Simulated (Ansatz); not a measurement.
# Work function of Nb(110): what the settings cost and change, part 2 of 2

Aim: the work function of Nb(110) against thickness and vacuum, with the cost.

Ansatz 0.2.0; plane-wave DFT, PBE, Ansatz PAW.

So far, work function, upper face (eV): step 2 (run, setting 1 layer) 4.63; step 4 (slab, 3 atoms) 4.56; step 5 (run, 4 atoms) 4.53; step 6 (run, 5 atoms) 4.54; step 7 (slab, 6 atoms) 4.54.

## 8. Run, 8 atoms

System of this step: Nb(110). The cell holds 8 atoms: 8 Nb. Cell: a = 2.858 Å, b = 2.858 Å, c = 34.334 Å, α = 90.0°, β = 90.0°, γ = 70.5°. Vacuum lies along c.

Contents of input.yaml:

```yaml
crystal:
  lattice:
    - [2.3334523779, -1.65, 0.0]
    - [2.3334523779, 1.65, 0.0]
    - [0.0, 0.0, 34.3341666454]
  atoms:
    - { symbol: Nb, position: [0.0, 0.0, 0.2621295601] }
    - { symbol: Nb, position: [0.5, 0.5, 0.3300925429] }
    - { symbol: Nb, position: [0.0, 0.0, 0.3980555258] }
    - { symbol: Nb, position: [0.5, 0.5, 0.4660185086] }
    - { symbol: Nb, position: [0.0, 0.0, 0.5339814914] }
    - { symbol: Nb, position: [0.5, 0.5, 0.6019444742] }
    - { symbol: Nb, position: [0.0, 0.0, 0.6699074571] }
    - { symbol: Nb, position: [0.5, 0.5, 0.7378704399] }
kpoints:
  mp_grid: { grid: [15, 15, 1] }
hamiltonian:
  xc: pbe
scf:
  occupations: { method: fermi_dirac, width: 0.1 }
  convergence: { dr2_threshold: 1.0e-09 }
efield:
  axis: 3
  dipole_correction: true
  ramp_position: 0.97
  ramp_width: 0.06
output:
  write_potential: true
  write_density: true
  volumetric_format: npy
```

Command:

```console
ansatz run input.yaml --threads 2 --pin off --max-ram 3072MiB --backend cpu --events-out ev --progress --plain --runs-dir out
```

Numbers of over 12 decimals in the logs are rounded to 6 here.

The program printed:

```text
[...]
Crystal: 8 atoms, lattice volume = 264.387 Å³
Basis set: ecut = 420 eV, 5189 PW (Γ)
Bands: 63, of which v1, the nominal top of the filled ones, is band 52 counted from 1 (51 counted from 0)
Symmetry: 4 space group operations
k-points: 64 of 225
[...]
k-point 0: bands = [... 48 lower, 7.7610, 7.7833, 7.8599, 7.9724, 8.0127, 8.0700, 8.2173, 8.4414, ... 7 higher]
  k-point 1: bands = [... 48 lower, 7.6643, 7.6954, 7.7566, 7.8840, 7.9612, 8.1286, 8.2416, 8.2541, ... 7 higher]
  k-point 2: bands = [... 48 lower, 7.3586, 7.5173, 7.5622, 7.7672, 7.8171, 7.8364, 8.2849, 8.4077, ... 7 higher]
  k-point 63: bands = [... 48 lower, 7.5170, 7.8466, 8.6283, 8.7027, 9.4948, 9.7238, 9.8463, 9.8916, ... 7 higher]
[key lines of the parts left out:]
SCF converged after 10 iterations
Free energy (F): -36416.432498 eV
Fermi energy:    7.756413 eV
Dipole field:    D = -0.000000 V/Å  (p = -0.000001 e·Å, saw-weighted, corrected)
Work function:   Φ+ = 4.5415 eV   Φ− = 4.5415 eV
```

The job ended after 2.8 min (2 threads of Arm Neoverse N1, shared host; peak memory 1.2 GiB; 5.3 min of CPU time).

The work function is 4.542 eV, -0.001 eV from the run “6 layers”, at 1.9 times its CPU time.

## 9. Run, 10 atoms

System of this step: Nb(110). The cell holds 10 atoms: 10 Nb. Cell: a = 2.858 Å, b = 2.858 Å, c = 39.001 Å, α = 90.0°, β = 90.0°, γ = 70.5°. Vacuum lies along c.

input.yaml, the sections that differ from step 8:

```yaml
crystal:
  lattice:
    - [2.3334523779, -1.65, 0.0]
    - [2.3334523779, 1.65, 0.0]
    - [0.0, 0.0, 39.0010714012]
  atoms:
    - { symbol: Nb, position: [0.0, 0.0, 0.2307628913] }
    - { symbol: Nb, position: [0.5, 0.5, 0.2905933599] }
    - { symbol: Nb, position: [0.0, 0.0, 0.3504238285] }
    - { symbol: Nb, position: [0.5, 0.5, 0.4102542971] }
    - { symbol: Nb, position: [0.0, 0.0, 0.4700847657] }
    - { symbol: Nb, position: [0.5, 0.5, 0.5299152343] }
    - { symbol: Nb, position: [0.0, 0.0, 0.5897457029] }
    - { symbol: Nb, position: [0.5, 0.5, 0.6495761715] }
    - { symbol: Nb, position: [0.0, 0.0, 0.7094066401] }
    - { symbol: Nb, position: [0.5, 0.5, 0.7692371087] }
# kpoints, hamiltonian, scf, efield, output: as in step 8
```

The program printed:

```text
[...]
Crystal: 10 atoms, lattice volume = 300.324 Å³
Basis set: ecut = 420 eV, 5893 PW (Γ)
Bands: 78, of which v1, the nominal top of the filled ones, is band 65 counted from 1 (64 counted from 0)
Symmetry: 4 space group operations
k-points: 64 of 225
[...]
k-point 0: bands = [... 61 lower, 8.9938, 9.0802, 9.1138, 9.2184, 9.2508, 9.2914, 9.3880, 9.4282, ... 9 higher]
  k-point 1: bands = [... 61 lower, 8.8423, 9.0005, 9.0537, 9.1582, 9.1922, 9.2352, 9.3595, 9.4244, ... 9 higher]
  k-point 2: bands = [... 61 lower, 8.6761, 8.8304, 8.8461, 8.8966, 9.0077, 9.1063, 9.2508, 9.5825, ... 9 higher]
  k-point 63: bands = [... 61 lower, 9.1068, 9.2658, 9.8091, 10.1821, 10.5073, 10.8838, 10.9687, 11.2052, ... 9 higher]
[key lines of the parts left out:]
SCF converged after 10 iterations
Free energy (F): -45521.042954 eV
Fermi energy:    8.965180 eV
Dipole field:    D = 0.000000 V/Å  (p = 0.000000 e·Å, saw-weighted, corrected)
Work function:   Φ+ = 4.5409 eV   Φ− = 4.5409 eV
```

Run time: 4.1 min. Hardware: 2 threads; peak memory 1.6 GiB; 8.1 min of CPU time.

The work function is 4.541 eV, -0.001 eV from the run “8 layers”, at 1.5 times its CPU time.

## 10. Slab, 13 atoms

System of this step: Nb(110). The cell holds 13 atoms: 13 Nb. Cell: a = 2.858 Å, b = 2.858 Å, c = 46.001 Å, α = 90.0°, β = 90.0°, γ = 70.5°. Vacuum lies along c.

input.yaml, the sections that differ from step 9:

```yaml
crystal:
  lattice:
    - [2.3334523779, -1.65, 0.0]
    - [2.3334523779, 1.65, 0.0]
    - [0.0, 0.0, 46.001428535]
  atoms:
    - { symbol: Nb, position: [0.0, 0.0, 0.1956460981] }
    - { symbol: Nb, position: [0.5, 0.5, 0.2463717484] }
    - { symbol: Nb, position: [0.0, 0.0, 0.2970973987] }
    - { symbol: Nb, position: [0.5, 0.5, 0.3478230491] }
    - { symbol: Nb, position: [0.0, 0.0, 0.3985486994] }
    - { symbol: Nb, position: [0.5, 0.5, 0.4492743497] }
    - { symbol: Nb, position: [0.0, 0.0, 0.5] }
    - { symbol: Nb, position: [0.5, 0.5, 0.5507256503] }
    - { symbol: Nb, position: [0.0, 0.0, 0.6014513006] }
    - { symbol: Nb, position: [0.5, 0.5, 0.6521769509] }
    - { symbol: Nb, position: [0.0, 0.0, 0.7029026013] }
    - { symbol: Nb, position: [0.5, 0.5, 0.7536282516] }
    - { symbol: Nb, position: [0.0, 0.0, 0.8043539019] }
# kpoints, hamiltonian, scf, efield, output: as in step 9
```

The program printed:

```text
[...]
Crystal: 13 atoms, lattice volume = 354.229 Å³
Basis set: ecut = 420 eV, 6943 PW (Γ)
Bands: 102, of which v1, the nominal top of the filled ones, is band 85 counted from 1 (84 counted from 0)
Symmetry: 4 space group operations
k-points: 64 of 225
[...]
k-point 1: bands = [... 81 lower, 10.3443, 10.4554, 10.4740, 10.5619, 10.5651, 10.5768, 10.7278, 10.7497, ... 13 higher]
  k-point 2: bands = [... 81 lower, 10.1549, 10.2053, 10.2742, 10.3411, 10.4235, 10.4890, 10.4965, 10.8207, ... 13 higher]
  k-point 63: bands = [... 81 lower, 10.7782, 11.1426, 11.3490, 11.8456, 11.9019, 12.2505, 12.3303, 12.3719, ... 13 higher]
[key lines of the parts left out:]
SCF converged after 10 iterations
Free energy (F): -59177.962829 eV
Fermi energy:    10.315906 eV
Dipole field:    D = 0.000000 V/Å  (p = 0.000000 e·Å, saw-weighted, corrected)
Work function:   Φ+ = 4.5413 eV   Φ− = 4.5413 eV
```

The job ended after 7.1 min (2 threads; peak memory 2.3 GiB; 14 min of CPU time).

The work function is 4.541 eV, +0.000 eV from the run “10 layers”, at 1.7 times its CPU time.

## 11. Run, 7 atoms

System of this step: Nb(110). The cell holds 7 atoms: 7 Nb. Its edges and angles: a = 2.858 Å, b = 2.858 Å, c = 24.001 Å, α = 90.0°, β = 90.0°, γ = 70.5°. Vacuum lies along c.

input.yaml, the sections that differ from step 10:

```yaml
crystal:
  lattice:
    - [2.3334523779, -1.65, 0.0]
    - [2.3334523779, 1.65, 0.0]
    - [0.0, 0.0, 24.0007142675]
  atoms:
    - { symbol: Nb, position: [0.0, 0.0, 0.2083271333] }
    - { symbol: Nb, position: [0.5, 0.5, 0.3055514222] }
    - { symbol: Nb, position: [0.0, 0.0, 0.4027757111] }
    - { symbol: Nb, position: [0.5, 0.5, 0.5] }
    - { symbol: Nb, position: [0.0, 0.0, 0.5972242889] }
    - { symbol: Nb, position: [0.5, 0.5, 0.6944485778] }
    - { symbol: Nb, position: [0.0, 0.0, 0.7916728667] }
# kpoints, hamiltonian, scf, efield, output: as in step 10
```

The program printed:

```text
[...]
Crystal: 7 atoms, lattice volume = 184.815 Å³
Basis set: ecut = 420 eV, 3631 PW (Γ)
Bands: 55, of which v1, the nominal top of the filled ones, is band 46 counted from 1 (45 counted from 0)
Symmetry: 4 space group operations
k-points: 64 of 225
[...]
k-point 1: bands = [... 42 lower, 10.7508, 10.7898, 10.9347, 11.0602, 11.1782, 11.2287, 11.4037, 11.8416, ... 5 higher]
  k-point 2: bands = [... 42 lower, 10.5026, 10.6212, 10.7853, 10.8645, 10.8983, 11.3181, 11.5261, 11.5553, ... 5 higher]
  k-point 63: bands = [... 42 lower, 10.4810, 11.4110, 11.4997, 12.3231, 12.7785, 12.9256, 13.1773, 13.3165, ... 5 higher]
[key lines of the parts left out:]
SCF converged after 10 iterations
Free energy (F): -31864.124378 eV
Fermi energy:    10.875325 eV
Dipole field:    D = -0.000000 V/Å  (p = -0.000000 e·Å, saw-weighted, corrected)
Work function:   Φ+ = 4.5227 eV (in doubt: plateau slope 1.0e-1 eV/Å)   Φ− = 4.5282 eV (in doubt: plateau slope 7.2e-2 eV/Å)
```

It took 1.7 min on 2 threads; peak memory 0.85 GiB.

The work function is 4.523 eV. The program marks this work function as in doubt.

## 12. Run, 7 atoms (run 2)

The cell differs from the one that the last finished run ended in (c 24.001 → 28.001 Å).

input.yaml, the sections that differ from step 11:

```yaml
crystal:
  lattice:
    - [2.3334523779, -1.65, 0.0]
    - [2.3334523779, 1.65, 0.0]
    - [0.0, 0.0, 28.0007142675]
  atoms:
    - { symbol: Nb, position: [0.0, 0.0, 0.2499936228] }
    - { symbol: Nb, position: [0.5, 0.5, 0.3333290818] }
    - { symbol: Nb, position: [0.0, 0.0, 0.4166645409] }
    - { symbol: Nb, position: [0.5, 0.5, 0.5] }
    - { symbol: Nb, position: [0.0, 0.0, 0.5833354591] }
    - { symbol: Nb, position: [0.5, 0.5, 0.6666709182] }
    - { symbol: Nb, position: [0.0, 0.0, 0.7500063772] }
# kpoints, hamiltonian, scf, efield, output: as in step 11
```

The program printed:

```text
[...]
Crystal: 7 atoms, lattice volume = 215.616 Å³
Basis set: ecut = 420 eV, 4219 PW (Γ)
Bands: 55, of which v1, the nominal top of the filled ones, is band 46 counted from 1 (45 counted from 0)
Symmetry: 4 space group operations
k-points: 64 of 225
[...]
k-point 0: bands = [... 42 lower, 8.5905, 8.7010, 8.8113, 8.9030, 8.9733, 9.1564, 9.1628, 9.5990, ... 5 higher]
  k-point 1: bands = [... 42 lower, 8.5485, 8.5873, 8.7318, 8.8578, 8.9714, 9.0264, 9.2010, 9.6463, ... 5 higher]
  k-point 2: bands = [... 42 lower, 8.3004, 8.4185, 8.5807, 8.6622, 8.6956, 9.1181, 9.3263, 9.3515, ... 5 higher]
  k-point 63: bands = [... 42 lower, 8.2786, 9.2086, 9.2972, 10.1207, 10.5761, 10.7231, 10.9748, 11.1141, ... 5 higher]
[key lines of the parts left out:]
SCF converged after 10 iterations
Free energy (F): -31864.124357 eV
Fermi energy:    8.672834 eV
Dipole field:    D = -0.000001 V/Å  (p = -0.000001 e·Å, saw-weighted, corrected)
Work function:   Φ+ = 4.5416 eV   Φ− = 4.5417 eV
```

Run time: 1.7 min. Hardware: 2 threads; peak memory 0.96 GiB; 3.4 min of CPU time.

The work function is 4.542 eV, +0.019 eV from the run “7 layers, 10 Å of vacuum”, at 1.0 times its CPU time.

## 13. Run, 7 atoms (run 3)

The cell differs from the one that the last finished run ended in (c 28.001 → 40.001 Å).

input.yaml, the sections that differ from step 12:

```yaml
crystal:
  lattice:
    - [2.3334523779, -1.65, 0.0]
    - [2.3334523779, 1.65, 0.0]
    - [0.0, 0.0, 40.0007142675]
  atoms:
    - { symbol: Nb, position: [0.0, 0.0, 0.3249941967] }
    - { symbol: Nb, position: [0.5, 0.5, 0.3833294645] }
    - { symbol: Nb, position: [0.0, 0.0, 0.4416647322] }
    - { symbol: Nb, position: [0.5, 0.5, 0.5] }
    - { symbol: Nb, position: [0.0, 0.0, 0.5583352678] }
    - { symbol: Nb, position: [0.5, 0.5, 0.6166705355] }
    - { symbol: Nb, position: [0.0, 0.0, 0.6750058033] }
# kpoints, hamiltonian, scf, efield, output: as in step 12
```

The program printed:

```text
[...]
Crystal: 7 atoms, lattice volume = 308.021 Å³
Basis set: ecut = 420 eV, 6043 PW (Γ)
Bands: 55, of which v1, the nominal top of the filled ones, is band 46 counted from 1 (45 counted from 0)
Symmetry: 4 space group operations
k-points: 64 of 225
[...]
k-point 0: bands = [... 42 lower, 4.6262, 4.7367, 4.8470, 4.9387, 5.0090, 5.1920, 5.1985, 5.6347, ... 5 higher]
  k-point 1: bands = [... 42 lower, 4.5842, 4.6231, 4.7675, 4.8935, 5.0071, 5.0621, 5.2367, 5.6822, ... 5 higher]
  k-point 2: bands = [... 42 lower, 4.3362, 4.4542, 4.6164, 4.6979, 4.7313, 5.1539, 5.3621, 5.3872, ... 5 higher]
  k-point 63: bands = [... 42 lower, 4.3143, 5.2443, 5.3330, 6.1564, 6.6118, 6.7588, 7.0106, 7.1498, ... 5 higher]
[key lines of the parts left out:]
SCF converged after 10 iterations
Free energy (F): -31864.124367 eV
Fermi energy:    4.708563 eV
Dipole field:    D = -0.000000 V/Å  (p = -0.000001 e·Å, saw-weighted, corrected)
Work function:   Φ+ = 4.5417 eV   Φ− = 4.5417 eV
```

Run time: 2.6 min. Hardware: 2 threads; peak memory 1.2 GiB.

The work function is 4.542 eV, +0.000 eV from the run “7 layers, 14 Å of vacuum”, at 1.5 times its CPU time.

## 14. Comparing the runs

Times are for 2 threads of Arm Neoverse N1, shared host. Results by setting:

```tsv
no.	setting	work function, upper face (eV)	time	memory (GiB)
1	1 layer	4.626	14 s	0.45
2	2 layers	4.503	22 s	0.45
3	3 layers	4.563	36 s	0.54
4	4 layers	4.533	48 s	0.65
5	5 layers	4.545	67 s	0.75
6	6 layers	4.542	91 s	0.89
7	8 layers	4.542	2.8 min	1.2
8	10 layers	4.541	4.1 min	1.6
9	13 layers	4.541	7.1 min	2.3
10	7 layers, 10 Å of vacuum	4.523	1.7 min	0.85
11	7 layers, 14 Å of vacuum	4.542	1.7 min	0.96
12	7 layers, 26 Å of vacuum	4.542	2.6 min	1.2
```

## 15. The same run with other settings

System of this step: Nb(110) monolayer. The cell holds 1 atom: 1 Nb. Cell: a = 2.858 Å, b = 2.858 Å, c = 18.000 Å, α = 90.0°, β = 90.0°, γ = 70.5°. Vacuum lies along c.

An input spoilt on purpose, to show how the run answers: it repeats the earlier run “1 layer” with efield.ramp_position from 0.97 to 0.475, and scf.max_iter set to 60; its output block differs too.

input.yaml, the sections that differ from step 13:

```yaml
crystal:
  lattice:
    - [2.3334523779, -1.65, 0.0]
    - [2.3334523779, 1.65, 0.0]
    - [0.0, 0.0, 18.0]
  atoms:
    - { symbol: Nb, position: [0.0, 0.0, 0.5] }
scf:
  occupations: { method: fermi_dirac, width: 0.1 }
  convergence: { dr2_threshold: 1.0e-09 }
  max_iter: 60
efield:
  axis: 3
  dipole_correction: true
  ramp_position: 0.475
  ramp_width: 0.06
# kpoints, hamiltonian, output: as in step 13
```

The program printed:

```text
Engine: ansatz 0.2.0, aarch64-unknown-linux-gnu
Pseudopotentials: kind: paw
Pseudopotential: Nb, paw, valence charge 13, recommended cutoff 420 eV (normal), Nb.paw.azcp
Functional definition: PBE
  parameter kappa = 0.804
  parameter beta = 0.066725
  exchange = pbe_x(kappa = kappa, mu = beta*pi^2/3)
  correlation = pbe_c(beta = beta)
Crystal: 1 atoms, lattice volume = 138.607 Å³
Basis set: ecut = 420 eV, 2731 PW (Γ)
Bands: 11, of which v1, the nominal top of the filled ones, is band 7 counted from 1 (6 counted from 0)
Symmetry: 4 space group operations
k-points: 64 of 225
Non-local potential: Nb, projectors of the file, l = 0: 3, l = 1: 2, l = 2: 2, l = 3: 1
PAW form: soft (Blöchl's): semilocal exchange-correlation on the pseudo side does not see the compensation charge
PAW one-centre angular grid: Nb, 590 points (default); XC on 64 Gauss nodes
Initial density: superposition of atomic densities (neutral atoms: chi_scale 0, normalization atom), corrected by the library's trained network
Initial wavefunctions: pseudopotential atomic-orbital guess
Functional: x = pbe(κ = 0.804, μ = 0.219515), c = pbe(β = 0.066725)
Error: efield: ion 0 (Nb) at fractional coordinate 0.5000 along the field axis lies inside the sawtooth ramp with 2 of the planes that the density is read on at each end, [0.4590, 0.5510] — the ramp must sit in vacuum (an ion there feels the fictitious reversed slope); set or move the ramp (efield.ramp_position / ramp_width) or move the geometry
```

Elapsed: 0.29 s, on 2 threads; peak memory 0.23 GiB.

The input was rejected at the start.

The program's message: “Error: efield: ion 0 (Nb) at fractional coordinate 0.5000 along the field axis lies inside the sawtooth ramp with 2 of the planes that the density is read on at each end, [0.4590, 0.5510] — the ramp m …”

The fault put into the input: the ramp among the atoms.

## 16. Results

```
work function, 1 layer   : 4.626 eV
work function, 2 layers  : 4.503 eV
work function, 6 layers  : 4.542 eV
work function, 13 layers : 4.541 eV
```

In words: The thickest slab gives 4.54 eV, and the settings tried spread the value from 4.50 to 4.63 eV. At 18 Å of vacuum, the slabs from 2 layers on stay within 0.04 eV of the thickest. Going from 10 to 26 Å of vacuum moves it by 0.019 eV. The program marks the value as in doubt in “7 layers, 10 Å of vacuum”. The ladder's slabs use the tabulated experimental lattice constant (two decimals; a low-temperature value for the alkali metals). In 2 runs of the series (7 layers, 10 Å of vacuum and 7 layers, 14 Å of vacuum) the program warns that electrons reach the sawtooth's ramp, which makes dipole and work function less sure.

Comparison with the measured values:

| quantity | measured | 13 layers |
| --- | --- | --- |
| work function (clean (110) face, a compiled value) (eV) | 4.63 | 4.54 (-0.09 eV) |

Measured values from arxiv:1902.07811 (2019).

**Verdict.** The work function is off by -0.09 eV: good agreement. The grades are ours: good and fair within 3 and 7 % for the work function. No cell relaxation is part of this session.

[Logs are printed without paths, hosts, clocks, repeated set-up lines and the standing remarks that a program may print on its own settings, such as how far it seeks lower states.]

[Hosts, paths, dates, database ids (printed as entryN), source tags and the programs' standing remarks are cut or masked in the printed files.]

[Maps of the electrostatic potential energy from Ansatz leave out the sawtooth potential of an applied field or a dipole correction, so their vacuum need not be flat; planar profiles and work functions include it.]
